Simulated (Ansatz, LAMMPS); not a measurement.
# Gap against volume in amorphous poly(ether ketone) with methanol (capped chains of 2 units), from a frame at 300 K, (192 atoms)

Density of this cell: 1.21 g/cm³. The cell holds 192 atoms: 89 C, 17 O and 86 H. Cell: a = 12.479 Å, b = 12.459 Å, c = 12.562 Å, α = 88.0°, β = 89.4°, γ = 89.7°. The starting structure: 3 poly(ether ketone) chains of 2 units with methyl end groups, 5 methanol placed at random, at 1.14 g/cm³; overlaps pushed apart, then 20 ps at 800 K with MMFF94 bonds, angles, torsions, charges and radii (Halgren, J. Comput. Chem. 17, 490 (1996)) in harmonic and 12-6 forms. Snapshot after 30 ps at 300 K and fixed volume.

Calculated with Ansatz 0.2.0: Kohn-Sham DFT, PBE+D4, PAW (set soft_2), plane waves; cutoff 420 eV, Γ point, fixed occupations. The relaxed cell was scaled evenly and the atoms were relaxed at each volume. The gap is that between the highest filled and the lowest empty Kohn-Sham level on the run's k-points.

| volume (Å³/atom) | gap (eV) |
| --- | --- |
| 9.1494 | 2.365 |
| 9.5561 | 2.404 |
| 9.8611 | 2.427 |
| 10.166 | 2.439 |
| 10.471 | ? |
| 10.776 | 2.465 |

Task: Fit a straight line in ln V to the rows given and interpolate to the withheld row.

Worked fit:

A volume deformation potential makes the spacing linear in u = ln(V/V0), with V0 = 10.166 Å³ the relaxed volume; v is the spacing.

```
u = ln(V/V0)  v (eV)
   -0.105361  2.3649
  -0.0618756  2.4036
  -0.0304594  2.4266
           0  2.4395
   0.0582681  2.4645
```

With n = 5: mean u = -0.0278856, mean v = 2.41982, Σ(u − ū)² = 0.015364, Σ(u − ū)(v − v̄) = 0.0091869. Slope b = 0.0091869 / 0.015364 = 0.59794; intercept a = v̄ − b ū = 2.4365.

At the withheld volume u = 0.02956, and v = a + b u.

Prediction at 10.471: 2.454 eV. The run gave 2.454 eV, so the fit is low by 3.2e-5 eV (0.0013 % of the value).

The slope, +0.60 eV, says that the spacing widens on expansion. Among the rows given, the largest miss of the fit is at 9.1494, by 0.0086 eV (8.6 % of the range of the table).

Limits: The table spans 16 % in volume, wide for a linear law. Semilocal functionals tend to put gaps under measured ones. Only the Γ point is sampled. Atoms move by up to 0.8 Å in these relaxations, so the structure changes along the series. Defect or tail levels can set the spacing of a disordered cell.

[Logs are printed without paths, hosts, clocks, repeated set-up lines and the standing remarks that a program may print on its own settings, such as how far it seeks lower states.]

[Hosts, paths, dates, database ids (printed as entryN), source tags and the programs' standing remarks are cut or masked in the printed files.]

[The MMFF94 radii named for the starting cell were scaled by 0.96; in molecules described by MMFF94, hydrogen bound to N, O or S took a small fixed 12-6 site in their place.]
